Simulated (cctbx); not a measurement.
# Mg2Ta4N with cctbx, script by script

Library: cctbx 2025.11.

## 1. Energy scan

run.py:

```python
from cctbx import adptbx, crystal, miller, xray
from cctbx.array_family import flex
from cctbx.eltbx import sasaki

cs = crystal.symmetry(unit_cell=(12.584, 12.584, 12.584, 90, 90, 90), space_group_symbol='Hall: F 4d 2 3 -1d')  # Fd-3m
atoms = [  # label, site, U (iso, or U11 U22 U33 U12 U13 U23 in A^2), occupancy
    ("Ta1", (0.0635, 0.25, 0.25), 0.0039, 1),
    ("Ta2", (0.125, 0.625, 0.125), 0.0054, 1),
    ("Mg1", (0.3335, 0.8335, 0.3335), 0.0085, 1),
    ("N1", (0.125, 0.125, 0.125), 0.0106, 1),
]
xs = xray.structure(crystal_symmetry=cs)
for label, site, u, occ in atoms:
    u = adptbx.u_cif_as_u_star(cs.unit_cell(), u) if isinstance(u, tuple) else u
    xs.add_scatterer(xray.scatterer(label, site=site, u=u, occupancy=occ))
hkl = [(2, 4, 4), (1, 1, 1), (4, 2, 2), (4, 4, 4)]
ms = miller.set(cs, flex.miller_index(hkl + [tuple(-v for v in h) for h in hkl]), anomalous_flag=True)
print("E (eV)    f'(Ta)   f''   " + "".join("%16s" % ("|F|" + " ".join(map(str, h))) for h in hkl))
for e in [9281, 9631, 9761, 9821, 9851, 9866, 9873, 9877, 9885, 9889, 9896, 9911, 9941, 10031, 10281]:
    xs.set_inelastic_form_factors(12398.42 / e, "sasaki")
    t = sasaki.table("Ta").at_ev(e)
    f = flex.abs(ms.structure_factors_from_scatterers(xs, algorithm="direct").f_calc().data())
    n = len(hkl)
    print("%7.0f %7.2f %6.2f  " % (e, t.fp(), t.fdp()) + "".join("%9.1f/%6.1f" % (f[k], f[k + n]) for k in range(n)))
```

```console
$ python run.py
```

```text
E (eV)    f'(Ta)   f''           |F|2 4 4        |F|1 1 1        |F|4 2 2        |F|4 4 4
   9281   -8.74   4.19      166.8/ 166.8    242.2/ 242.2   1235.5/1235.5    882.3/ 882.3
   9631  -10.56   3.95      166.6/ 166.6    232.8/ 232.8   1194.4/1194.4    851.8/ 851.8
   9761  -12.05   3.86      166.6/ 166.6    225.0/ 225.0   1160.8/1160.8    826.8/ 826.8
   9821  -13.47   3.82      166.6/ 166.6    217.7/ 217.7   1128.9/1128.9    803.1/ 803.1
   9851  -14.90   3.80      166.5/ 166.5    210.3/ 210.3   1096.8/1096.8    779.4/ 779.4
   9866  -16.31   3.79      166.5/ 166.5    203.0/ 203.0   1065.1/1065.1    755.9/ 755.9
   9873  -17.56   3.79      166.5/ 166.5    196.6/ 196.6   1037.1/1037.1    735.1/ 735.1
   9877  -18.87   3.79      166.5/ 166.5    189.8/ 189.8   1007.8/1007.8    713.4/ 713.4
   9885  -19.67  10.50      166.5/ 166.5    192.3/ 192.3   1014.2/1014.2    719.1/ 719.1
   9889  -17.94  10.49      166.5/ 166.5    200.9/ 200.9   1052.0/1052.0    747.0/ 747.0
   9896  -16.48  10.48      166.5/ 166.5    208.2/ 208.2   1083.8/1083.8    770.5/ 770.5
   9911  -14.93  10.44      166.5/ 166.5    216.0/ 216.0   1117.9/1117.9    795.7/ 795.7
   9941  -13.39  10.37      166.5/ 166.5    223.6/ 223.6   1151.3/1151.3    820.5/ 820.5
  10031  -11.46  10.16      166.5/ 166.5    233.1/ 233.1   1192.8/1192.8    851.2/ 851.2
  10281   -9.43   9.62      166.4/ 166.4    242.9/ 242.9   1235.5/1235.5    882.6/ 882.6
```

It took 0.22 s on 1 thread of Arm Neoverse V2 (shared host), peak memory 0.07 GiB.

[Logs are printed without paths, hosts, clocks, repeated set-up lines and the standing remarks that a program may print on its own settings, such as how far it seeks lower states.]
